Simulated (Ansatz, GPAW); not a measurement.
# A 13-layer slab of Nb(111): work function by functional and basis

How far do functional and basis move the work function of a 13-layer slab of Nb(111)?

Method: Ansatz plane waves; slab in vacuum with a dipole correction, relaxation; PAW set soft_1, in the first sound run; inputs show where later runs differ, in GPAW 26.7.0 and Ansatz 0.2.0.

## Step 1: Set-up

The cell holds 13 atoms: 13 Nb. Cell: a = 4.667 Å, b = 4.667 Å, c = 25.432 Å, α = 90.0°, β = 90.0°, γ = 60.0°. Vacuum lies along c.

## Step 2: Relaxing the atoms

The atoms are relaxed first, since the surface dipole, and with it the work function, follows the positions of the outer layers. The lowest 6 atoms are held at bulk positions and keep their forces.

Input file input.yaml:

```yaml
crystal:
  lattice:
    - [4.6669047558, 0.0, 0.0]
    - [2.3334523779, 4.0416580756, 0.0]
    - [0.0, 0.0, 25.43153533]
  atoms:
    - { symbol: Nb, position: [0.0, 0.0, 0.2752488164] }
    - { symbol: Nb, position: [0.3333333333, 0.3333333333, 0.312707347] }
    - { symbol: Nb, position: [0.6666666667, 0.6666666667, 0.3501658776] }
    - { symbol: Nb, position: [0.0, 0.0, 0.3876244082] }
    - { symbol: Nb, position: [0.3333333333, 0.3333333333, 0.4250829388] }
    - { symbol: Nb, position: [0.6666666667, 0.6666666667, 0.4625414694] }
    - { symbol: Nb, position: [0.0, 0.0, 0.5] }
    - { symbol: Nb, position: [0.3333333333, 0.3333333333, 0.5374585306] }
    - { symbol: Nb, position: [0.6666666667, 0.6666666667, 0.5749170612] }
    - { symbol: Nb, position: [0.0, 0.0, 0.6123755918] }
    - { symbol: Nb, position: [0.3333333333, 0.3333333333, 0.6498341224] }
    - { symbol: Nb, position: [0.6666666667, 0.6666666667, 0.687292653] }
    - { symbol: Nb, position: [0.0, 0.0, 0.7247511836] }
kpoints:
  mp_grid: { grid: [8, 8, 1] }
hamiltonian:
  xc: pbe
  pseudopotentials: { kind: paw, azcp: { folder: soft_1 } }
scf:
  occupations: { method: fermi_dirac, width: 0.1 }
efield:
  axis: 3
  dipole_correction: true
  ramp_width: 0.05
relax:
  f_tol: 0.02
  max_steps: 60
  constraints: [{ sites: [0, 1, 2, 3, 4, 5] }]
output:
  write_potential: true
  write_density: true
  volumetric_format: npy
```

Command:

```sh
$ ansatz run input.yaml --threads 4 --pin off --max-ram 8192MiB --backend cpu --events-out ev --progress --plain --runs-dir out
```

Numbers of over 12 decimals in the logs are rounded to 6 here.

The program printed:

```text
Engine: ansatz 0.2.0, aarch64-unknown-linux-gnu
Pseudopotentials: kind: paw
Pseudopotential: Nb, paw, valence charge 13, recommended cutoff 420 eV (normal), soft_1/Nb.paw.azcp
Functional definition: PBE
  parameter kappa = 0.804
  parameter beta = 0.066725
  exchange = pbe_x(kappa = kappa, mu = beta*pi^2/3)
  correlation = pbe_c(beta = beta)
Crystal: 13 atoms, lattice volume = 479.690 Å³
Basis set: ecut = 420 eV, 9451 PW (Γ), exchange–correlation on 64×64×360 points (8 copies of the dense FFT grid, shifted against one another)
Bands: 102, of which v1, the nominal top of the filled ones, is band 85 counted from 1 (84 counted from 0)
Symmetry: 6 space group operations
k-points: 10 of 64 (time reversal used)
Non-local potential: Nb, projectors of the file, l = 0: 3, l = 1: 2, l = 2: 2, l = 3: 1
PAW form: soft (Blöchl's): semilocal exchange-correlation on the pseudo side does not see the compensation charge
PAW one-centre angular grid: Nb, 590 points (default); XC on 64 Gauss nodes
Initial density: superposition of atomic densities (neutral atoms: chi_scale 0, normalization atom)
Initial wavefunctions: pseudopotential atomic-orbital guess
Functional: x = pbe(κ = 0.804, μ = 0.219515), c = pbe(β = 0.066725)
SCF iter   1: F=—  HF=-59188.148360 eV  |F-HF|=—  |Δ(HF+E_count)|=         —  Δρ=6.89e-2  dr2=2.63e2  ethr=3.10e-3  p=0.000 e·Å  D=1.81e-14 V/Å  ΔV_dip=-0.00 eV  dr2_dipole=2.36e-9  V_vac-E_F(+/−)=6.78/6.78 eV  ⟨swp⟩=9.2  Hψ=4888  notcnv=0
efield: sawtooth ramp at fractional position 0.9750 (placed from the atoms, in the widest stretch of the axis that holds none; the zero of the levels goes with the place), width 0.0500; the density the first Hamiltonian is built on has a dipole p = 0.000 e·Å; the dipole correction subtracts the counter field D = 1.81e-14 V/Å, which shifts the + side's vacuum level by -0.00 eV against the − side's; the planar-averaged density in the ramp window peaks in size at 6.7e-7 e/Å³
preconditioner: auto → LDOS  [metal: Δε(μ)=0.070 eV  Ē_g=3.838 eV  σ=0.100 eV  W_gap=0.17  n_scr=96 (ndim 8)  ℏωp=13.7 eV  f_vac=0.426  D(μ)=10.42/eV (n_scr^D=70)  β→1.0]
SCF iter   2: F=—  HF=-59189.900342 eV  |F-HF|=—  |Δ(HF+E_count)|=    1.75e0  Δρ=9.14e-2  dr2=6.76e2  ethr=3.10e-3  p=0.000 e·Å  D=3.59e-8 V/Å  ΔV_dip=-0.00 eV  dr2_dipole=2.89e-7  V_vac-E_F(+/−)=0.20/0.20 eV  ⟨swp⟩=13.6  Hψ=7866  notcnv=0  defer=1  recentre
SCF iter   3: F=—  HF=-59177.116806 eV  |F-HF|=—  |Δ(HF+E_count)|=    1.28e1  Δρ=3.53e-2  dr2=7.80e1  ethr=3.10e-3  p=-0.000 e·Å  D=-2.91e-7 V/Å  ΔV_dip=0.00 eV  dr2_dipole=7.58e-8  V_vac-E_F(+/−)=5.10/5.10 eV  ⟨swp⟩=13.2  Hψ=4418  notcnv=0
SCF iter   4: F=—  HF=-59174.223221 eV  |F-HF|=—  |Δ(HF+E_count)|=    2.89e0  Δρ=7.13e-3  dr2=1.38e0  ethr=3.10e-3  p=-0.000 e·Å  D=-1.40e-6 V/Å  ΔV_dip=0.00 eV  dr2_dipole=1.35e-8  V_vac-E_F(+/−)=4.80/4.81 eV  ⟨swp⟩=7.0  Hψ=2277  notcnv=0  defer=1
SCF iter   5: F=—  HF=-59174.111500 eV  |F-HF|=—  |Δ(HF+E_count)|=   1.12e-1  Δρ=3.77e-3  dr2=7.24e-1  ethr=8.16e-4  p=0.000 e·Å  D=2.19e-5 V/Å  ΔV_dip=-0.00 eV  dr2_dipole=6.06e-8  V_vac-E_F(+/−)=3.83/3.84 eV  ⟨swp⟩=5.3  Hψ=1818  notcnv=0  defer=3
SCF iter   6: F=—  HF=-59174.104499 eV  |F-HF|=—  |Δ(HF+E_count)|=   7.00e-3  Δρ=1.08e-3  dr2=7.45e-3  ethr=4.29e-4  p=-0.000 e·Å  D=-5.39e-6 V/Å  ΔV_dip=0.00 eV  dr2_dipole=2.00e-7  V_vac-E_F(+/−)=3.26/3.25 eV  ⟨swp⟩=2.7  Hψ=1267  notcnv=0  defer=1
SCF iter   7: F=—  HF=-59174.102841 eV  |F-HF|=—  |Δ(HF+E_count)|=   1.66e-3  Δρ=3.37e-4  dr2=1.22e-3  ethr=4.41e-6  p=-0.000 e·Å  D=-1.99e-6 V/Å  ΔV_dip=0.00 eV  dr2_dipole=2.65e-8  V_vac-E_F(+/−)=3.36/3.36 eV  ⟨swp⟩=2.9  Hψ=1985  notcnv=0
SCF iter   8: F=—  HF=-59174.103145 eV  |F-HF|=—  |Δ(HF+E_count)|=   3.04e-4  Δρ=1.59e-4  dr2=1.47e-4  ethr=7.24e-7  p=-0.000 e·Å  D=-5.09e-8 V/Å  ΔV_dip=0.00 eV  dr2_dipole=5.72e-11  V_vac-E_F(+/−)=3.40/3.40 eV  ⟨swp⟩=2.8  Hψ=1920  notcnv=0
SCF iter   9: F=—  HF=-59174.103174 eV  |F-HF|=—  |Δ(HF+E_count)|=   2.90e-5  Δρ=3.19e-5  dr2=4.32e-5  ethr=8.68e-8  p=-0.000 e·Å  D=-1.87e-7 V/Å  ΔV_dip=0.00 eV  dr2_dipole=3.36e-10  V_vac-E_F(+/−)=3.42/3.42 eV  ⟨swp⟩=2.6  Hψ=1729  notcnv=0
SCF iter  10: F=—  HF=-59174.103176 eV  |F-HF|=—  |Δ(HF+E_count)|=   2.57e-6  Δρ=1.55e-5  dr2=1.08e-5  ethr=2.56e-8  p=-0.000 e·Å  D=-1.58e-7 V/Å  ΔV_dip=0.00 eV  dr2_dipole=8.20e-12  V_vac-E_F(+/−)=3.41/3.41 eV  ⟨swp⟩=1.8  Hψ=1141  notcnv=0
SCF iter  11: F=-59174.103177 eV  HF=-59174.103177 eV  |F-HF|=5.01e-8  |Δ(HF+E_count)|=   3.17e-7  Δρ=3.79e-6  dr2=1.36e-7  ethr=5.92e-9  p=-0.000 e·Å  D=-8.75e-8 V/Å  ΔV_dip=0.00 eV  dr2_dipole=9.39e-13  V_vac-E_F(+/−)=3.41/3.41 eV  ⟨swp⟩=12.6  Hψ=8421  notcnv=0
SCF 1 converged in 11 iterations: F = -59174.103177 eV  dr2 = 1.36e-7
  greatest PAW one-centre occupation: 0.998 electrons in one spin orbital (limit 2), on the Nb atom at site 7 (counted from 0), in its partial waves of l = 0
relax step   1: F+E_penalty+E_count = -59174.10317666 eV  Δ(F+E_penalty+E_count) = +0.000e0 eV  max|allowed force component| = 1.720e0 eV/Å  Δτ_max = 0.0000 Å  (11 SCF iters, dr2 threshold 1.00e-5 eV, accepted)
Initial density: handed on by an earlier stage of this run
Initial wavefunctions: those handed on with the density
iter 1 solved again at ethr=1.78e-3 eV; its pass at ethr=3.10e-3 eV (dr2=3.01e0 eV) is discarded
SCF iter   1: F=—  HF=-59174.502606 eV  |F-HF|=—  |Δ(HF+E_count)|=         —  Δρ=8.91e-3  dr2=3.81e0  ethr=1.78e-3  p=-0.000 e·Å  D=-1.43e-7 V/Å  ΔV_dip=0.00 eV  dr2_dipole=1.71e0  V_vac-E_F(+/−)=3.43/3.43 eV  ⟨swp⟩=1.4  Hψ=3413  notcnv=0
efield: sawtooth ramp at fractional position 0.9750 (handed on by an earlier solve), width 0.0500; the density the first Hamiltonian is built on has a dipole p = -0.000 e·Å; the dipole correction subtracts the counter field D = -1.43e-7 V/Å, which shifts the + side's vacuum level by +0.00 eV against the − side's; the planar-averaged density in the ramp window peaks in size at 5.1e-6 e/Å³
preconditioner: auto → LDOS  [metal: Δε(μ)=0.024 eV  Ē_g=3.129 eV  σ=0.100 eV  W_gap=0.06  n_scr=96 (ndim 8)  ℏωp=13.7 eV  f_vac=0.439  D(μ)=18.68/eV (n_scr^D=122)  β→1.0]
SCF iter   2: F=—  HF=-59174.426913 eV  |F-HF|=—  |Δ(HF+E_count)|=   7.57e-2  Δρ=2.65e-3  dr2=9.88e-2  ethr=1.78e-3  p=-0.023 e·Å  D=-8.86e-3 V/Å  ΔV_dip=0.23 eV  dr2_dipole=2.54e-2  V_vac-E_F(+/−)=3.62/3.39 eV  ⟨swp⟩=3.8  Hψ=1147  notcnv=0  defer=1
SCF iter   3: F=—  HF=-59174.421816 eV  |F-HF|=—  |Δ(HF+E_count)|=   5.10e-3  Δρ=1.16e-3  dr2=2.01e-2  ethr=5.85e-5  p=-0.028 e·Å  D=-1.07e-2 V/Å  ΔV_dip=0.27 eV  dr2_dipole=2.46e-3  V_vac-E_F(+/−)=3.67/3.40 eV  ⟨swp⟩=2.6  Hψ=1983  notcnv=0
[...]
SCF iter   3: F=—  HF=-59174.441357 eV  |F-HF|=—  |Δ(HF+E_count)|=   4.67e-3  Δρ=9.21e-4  dr2=2.03e-2  ethr=4.99e-5  p=-0.041 e·Å  D=-1.55e-2 V/Å  ΔV_dip=0.39 eV  dr2_dipole=1.17e-3  V_vac-E_F(+/−)=3.79/3.40 eV  ⟨swp⟩=2.3  Hψ=1640  notcnv=0
SCF iter   4: F=—  HF=-59174.440228 eV  |F-HF|=—  |Δ(HF+E_count)|=   1.13e-3  Δρ=2.03e-4  dr2=4.08e-4  ethr=1.20e-5  p=-0.042 e·Å  D=-1.58e-2 V/Å  ΔV_dip=0.40 eV  dr2_dipole=7.10e-5  V_vac-E_F(+/−)=3.80/3.39 eV  ⟨swp⟩=2.0  Hψ=1197  notcnv=0
SCF iter   5: F=—  HF=-59174.440548 eV  |F-HF|=—  |Δ(HF+E_count)|=   3.20e-4  Δρ=6.12e-5  dr2=5.03e-5  ethr=2.41e-7  p=-0.043 e·Å  D=-1.63e-2 V/Å  ΔV_dip=0.41 eV  dr2_dipole=1.20e-6  V_vac-E_F(+/−)=3.81/3.39 eV  ⟨swp⟩=2.8  Hψ=1850  notcnv=0
SCF iter   6: F=—  HF=-59174.440554 eV  |F-HF|=—  |Δ(HF+E_count)|=   6.03e-6  Δρ=2.30e-5  dr2=7.12e-6  ethr=4.14e-9  p=-0.044 e·Å  D=-1.66e-2 V/Å  ΔV_dip=0.42 eV  dr2_dipole=3.77e-7  V_vac-E_F(+/−)=3.82/3.39 eV  ⟨swp⟩=13.3  Hψ=10069  notcnv=0
SCF iter   7: F=-59174.440554 eV  HF=-59174.440554 eV  |F-HF|=1.84e-7  |Δ(HF+E_count)|=   3.14e-7  Δρ=7.60e-6  dr2=6.94e-7  ethr=4.14e-9  p=-0.044 e·Å  D=-1.67e-2 V/Å  ΔV_dip=0.42 eV  dr2_dipole=2.65e-8  V_vac-E_F(+/−)=3.82/3.39 eV  ⟨swp⟩=12.1  Hψ=8749  notcnv=0
SCF 3 converged in 7 iterations: F = -59174.440554 eV  dr2 = 6.94e-7
relax step   3: F+E_penalty+E_count = -59174.44055386 eV  Δ(F+E_penalty+E_count) = -2.133e-2 eV  max|allowed force component| = 1.698e-1 eV/Å  Δτ_max = 0.1364 Å  (7 SCF iters, dr2 threshold 7.00e-6 eV, accepted)
[...]
relax step   4: F+E_penalty+E_count = -59174.44599034 eV  Δ(F+E_penalty+E_count) = -5.436e-3 eV  max|allowed force component| = 1.519e-2 eV/Å  Δτ_max = 0.0345 Å  (6 SCF iters, dr2 threshold 1.80e-6 eV, accepted)
iter 1 solved again at ethr=2.50e-10 eV; its pass at ethr=3.10e-3 eV (dr2=4.23e-7 eV) is discarded
SCF iter   1: F=—  HF=-59174.445992 eV  |F-HF|=—  |Δ(HF+E_count)|=         —  Δρ=6.22e-6  dr2=4.23e-7  ethr=2.50e-10  p=-0.042 e·Å  D=-1.60e-2 V/Å  ΔV_dip=0.41 eV  dr2_dipole=2.25e-8  V_vac-E_F(+/−)=3.80/3.40 eV  ⟨swp⟩=1.1  Hψ=2442  notcnv=0
efield: sawtooth ramp at fractional position 0.9750 (handed on by an earlier solve), width 0.0500; the density the first Hamiltonian is built on has a dipole p = -0.042 e·Å; the dipole correction subtracts the counter field D = -1.60e-2 V/Å, which shifts the + side's vacuum level by +0.41 eV against the − side's; the planar-averaged density in the ramp window peaks in size at 4.3e-6 e/Å³
preconditioner: auto → LDOS  [metal: Δε(μ)=0.024 eV  Ē_g=3.158 eV  σ=0.100 eV  W_gap=0.06  n_scr=96 (ndim 8)  ℏωp=13.7 eV  f_vac=0.441  D(μ)=17.80/eV (n_scr^D=122)  β→1.0]
SCF iter   2: F=—  HF=-59174.445991 eV  |F-HF|=—  |Δ(HF+E_count)|=   1.05e-6  Δρ=4.28e-6  dr2=1.81e-7  ethr=2.50e-10  p=-0.042 e·Å  D=-1.60e-2 V/Å  ΔV_dip=0.41 eV  dr2_dipole=1.16e-8  V_vac-E_F(+/−)=3.80/3.40 eV  ⟨swp⟩=2.1  Hψ=1916  notcnv=0
SCF iter   3: F=-59174.445991 eV  HF=-59174.445991 eV  |F-HF|=2.63e-8  |Δ(HF+E_count)|=   2.50e-8  Δρ=1.75e-6  dr2=4.30e-8  ethr=5.92e-11  p=-0.042 e·Å  D=-1.60e-2 V/Å  ΔV_dip=0.41 eV  dr2_dipole=7.41e-12  V_vac-E_F(+/−)=3.80/3.40 eV  ⟨swp⟩=10.6  Hψ=7691  notcnv=0
SCF 5 converged in 3 iterations: F = -59174.445991 eV  dr2 = 4.30e-8
relax step   5: F+E_penalty+E_count = -59174.44599055 eV  Δ(F+E_penalty+E_count) = -2.059e-7 eV  max|allowed force component| = 1.508e-2 eV/Å  Δτ_max = 0.0000 Å  (3 SCF iters, accepted)
NSCF: frozen V_eff on 10 k-points
the band table was solved once a step of the walk had ended and its energy, with any forces and stress, was formed, with the checks that follow a solve (5155 applications of the Hamiltonian). They found nothing against the state; the energy, forces and stress were not computed again (output.eigenvalues in the input reference)
WARN: The output density's exchange-correlation potential varies sharply where the density is thin. Do not read a vacuum level from v_tot or v_xc, or from such a field of the output density. On a cell that repeats whose density bears no net charge and no dipole along the vacuum's axis use v_es (v_loc + v_h of the components); under efield.dipole_correction with no amplitude use v_es + v_field, which holds any externa [...]
SCF converged after 3 iterations
Free energy (F): -59174.445991 eV
Harris-Foulkes:  -59174.445991 eV  (|F-HF|=2.63e-8)
Internal energy: -59173.863436 eV  (E = F + TS)
E sigma→0 (E₀):  -59174.154713 eV
Entropy (-TS):   -0.582554 eV (-44.812 meV/atom)
Fermi energy:    6.970816 eV
Dipole field:    D = -0.015995 V/Å  (p = -0.042401 e·Å, saw-weighted, corrected)
Work function:   Φ+ = 3.8020 eV   Φ− = 3.3952 eV
Levels:          The Fermi level and band energies are counted from a zero that moves with the ramp; work functions are not
--- Per-component energies (eV) ---
  E_band       = -2716.879889
  E_kinetic    = 4842.860791
  E_local      = -163231.716683  (includes V_loc(G=0)·N_el)
  E_nonlocal   = 1241.951887
  E_hartree    = 79281.251649
  E_xc         = -2147.284100
  E_vxc        = -2598.766459  (∫ρ·V_xc dr)
  E_paw        = -40070.431601  (= ΣΔE_a)
  E_vpaw       = -1533.637300  (= ΣTr[D̂ρ^β])
  E_aug_tail   = 0.000551  (compensation charges beyond the density's cutoff)
  E_efield     = 0.000339  (sawtooth field / dipole correction)
  E_vefield    = -0.040052  (∫n·V_field dr)
  E_ewald      = 60909.503732
  E_smearing   = -0.582554  (= −TS)
  E_closure    = 0.000000  (closes the sum)
  Σ components = -59174.445991   (vs F -59174.445991, Δ=0.00e0)
--- Forces (eV/Å), atoms counted from 1 ---
  atom   1  Nb     0.00000000    -0.00000000     1.72148158
  atom   2  Nb     0.00000000     0.00000000     0.10600748
  atom   3  Nb    -0.00000000     0.00000000    -1.21083799
  atom   4  Nb    -0.00000000    -0.00000000    -0.58995768
  atom   5  Nb    -0.00000000    -0.00000000    -0.31915755
  atom   6  Nb     0.00000000     0.00000000     0.28061784
  atom   7  Nb    -0.00000000    -0.00000000    -0.01508288
  atom   8  Nb     0.00000000     0.00000000     0.00358603
  atom   9  Nb    -0.00000000     0.00000000     0.01490477
  atom  10  Nb     0.00000000     0.00000000    -0.00194100
  atom  11  Nb     0.00000000    -0.00000000    -0.00803009
  atom  12  Nb     0.00000000    -0.00000000     0.01443564
  atom  13  Nb     0.00000000     0.00000000     0.00398027
  max |Σ_I F_I| component: 6.39e-6 eV/Å
--- Band table (eV; the first three rows and the last of 10) ---
  k-point 0: bands = [... 81 lower, 6.3372, 6.5723, 6.5723, 6.7763, 6.8958, 6.8958, 7.0662, 7.1603, ... 13 higher]
  k-point 1: bands = [... 81 lower, 6.5236, 6.6916, 6.7272, 6.8576, 6.9647, 7.0975, 7.1780, 7.1824, ... 13 higher]
  k-point 2: bands = [... 81 lower, 6.7426, 6.9175, 6.9468, 7.1306, 7.1760, 7.3713, 7.4780, 7.4889, ... 13 higher]
  k-point 9: bands = [... 81 lower, 6.6911, 6.7329, 6.7823, 6.9343, 6.9551, 7.0917, 7.2079, 7.4626, ... 13 higher]
--- Relaxed structure (5 steps of the walk, 5 accepted, 0 SCFs on fresh bases) ---
  F+E_penalty+E_count = -59174.44599055 eV   max|allowed force component| = 1.508e-2 eV/Å
  atoms:
    - { symbol: Nb, position: [0.0, 0.0, 0.2752488164] }
    - { symbol: Nb, position: [0.333333, 0.333333, 0.312707347] }
    - { symbol: Nb, position: [0.666667, 0.666667, 0.3501658776] }
    - { symbol: Nb, position: [0.0, 0.0, 0.387624] }
    - { symbol: Nb, position: [0.333333, 0.333333, 0.4250829388] }
    - { symbol: Nb, position: [0.666667, 0.666667, 0.4625414694] }
    - { symbol: Nb, position: [3.7847708803018125e-19, 0, 0.500938] }
    - { symbol: Nb, position: [0.333333, 0.333333, 0.538023] }
    - { symbol: Nb, position: [0.666667, 0.666667, 0.575725] }
    - { symbol: Nb, position: [-4.126412060437563e-19, 0, 0.611353] }
    - { symbol: Nb, position: [0.333333, 0.333333, 0.653774] }
    - { symbol: Nb, position: [0.666667, 0.666667, 0.686034] }
    - { symbol: Nb, position: [-4.7067784024978275e-18, 0, 0.713081] }
```

It took 2.4 min on 4 threads of Arm Neoverse N1, shared host; peak memory 1.3 GiB.

Step by step:

```
step  energy less that of the first step (eV)  largest force component (eV/Å)
   1                                   0.0000                          1.7197
   2                                  -0.3161                          0.3348
   3                                  -0.3374                          0.1698
   4                                  -0.3428                          0.0152
   5                                  -0.3428                          0.0151
```

Forces are held to the 6 operations that the run works with; a distortion that breaks them can't arise in this run.

The atoms that moved most (Å):

```
atom     dx     dy      dz  length
Nb13  0.000  0.000  -0.297   0.297
Nb11  0.000  0.000   0.100   0.100
Nb12  0.000  0.000  -0.032   0.032
Nb10  0.000  0.000  -0.026   0.026
 Nb7  0.000  0.000   0.024   0.024
 Nb9  0.000  0.000   0.021   0.021
 Nb8  0.000  0.000   0.014   0.014
```

Numbers from this step:

```yaml
free_energy: -59174.4460 eV
smearing_term_ts: 0.5826 eV
symmetry_operations: 6
upper_work_function: 3.802 eV
lower_work_function: 3.395 eV
dipole_along_the_normal: -0.04240 e·Å
dipole_field: -0.01599 V/Å
vacuum_level_above: 10.77 eV
vacuum_level_below: 10.37 eV
```

The electrostatic potential energy of an electron (with the applied field's), less the Fermi level, planar mean by z:

z (Å), electrostatic potential energy of an electron (with the applied field's), less the Fermi level, planar mean (eV) and a bar from the least value:
```
      0.0        3.6 ##############################
      0.5        3.4 #############################
      1.0        3.4 #############################
      1.5        3.4 #############################
      2.0        3.4 #############################
      2.5        3.4 #############################
      3.0        3.4 #############################
      3.5        3.4 #############################
      4.0        3.4 #############################
      4.5        3.3 #############################
      5.0        3.1 #############################
      5.5        2.6 ############################
      6.0        0.9 #########################
      6.5       -3.9 #################
      7.0       -8.4 #########
      7.5      -10.5 ######
      8.0      -10.2 ######
      8.5      -10.6 #####
      9.0      -10.3 ######
      9.5      -10.7 #####
     10.0      -10.3 ######
     10.5      -10.5 ######
     11.0      -10.4 ######
     11.5      -10.4 ######
     12.0      -10.2 ######
     12.5      -10.2 ######
     13.0      -10.5 ######
     13.5      -10.4 ######
     14.0      -10.6 #####
     14.5      -10.5 ######
     15.0      -11.0 #####
     15.5       -9.9 #######
     16.0       -9.4 #######
     16.5      -10.1 ######
     17.0      -12.6 ##
     17.5      -13.8 
     18.0      -12.4 ##
     18.5       -6.3 #############
     19.0       -0.1 #######################
     19.5        2.6 ############################
     20.0        3.4 #############################
     20.5        3.7 ##############################
     21.0        3.8 ##############################
     21.5        3.8 ##############################
     22.0        3.8 ##############################
     22.5        3.8 ##############################
     23.0        3.8 ##############################
     23.5        3.8 ##############################
     24.0        3.8 ##############################
     24.5        3.8 ##############################
     25.0        3.7 ##############################
```

The valence density, planar mean by z:

z (Å), valence density, planar mean (e/Å³) and a bar:
```
        2      0.000 
        3      0.000 
        4      0.001 
        5      0.007 
        6      0.075 ###
        7      0.621 ######################
        8      0.713 #########################
        9      0.715 #########################
       10      0.721 #########################
       11      0.720 #########################
       12      0.711 #########################
       13      0.728 ##########################
       14      0.726 ##########################
       15      0.756 ###########################
       16      0.646 #######################
       17      0.851 ##############################
       18      0.827 #############################
       19      0.127 ####
       20      0.011 
       21      0.001 
       22      0.000 
       23      0.000
```

The relaxation lowered the energy of the cell by 0.343 eV.

(Continued in part 2 of 4.)

[Logs are printed without paths, hosts, clocks, repeated set-up lines and the standing remarks that a program may print on its own settings, such as how far it seeks lower states.]

[Hosts, paths, dates, database ids (printed as entryN), source tags and the programs' standing remarks are cut or masked in the printed files.]
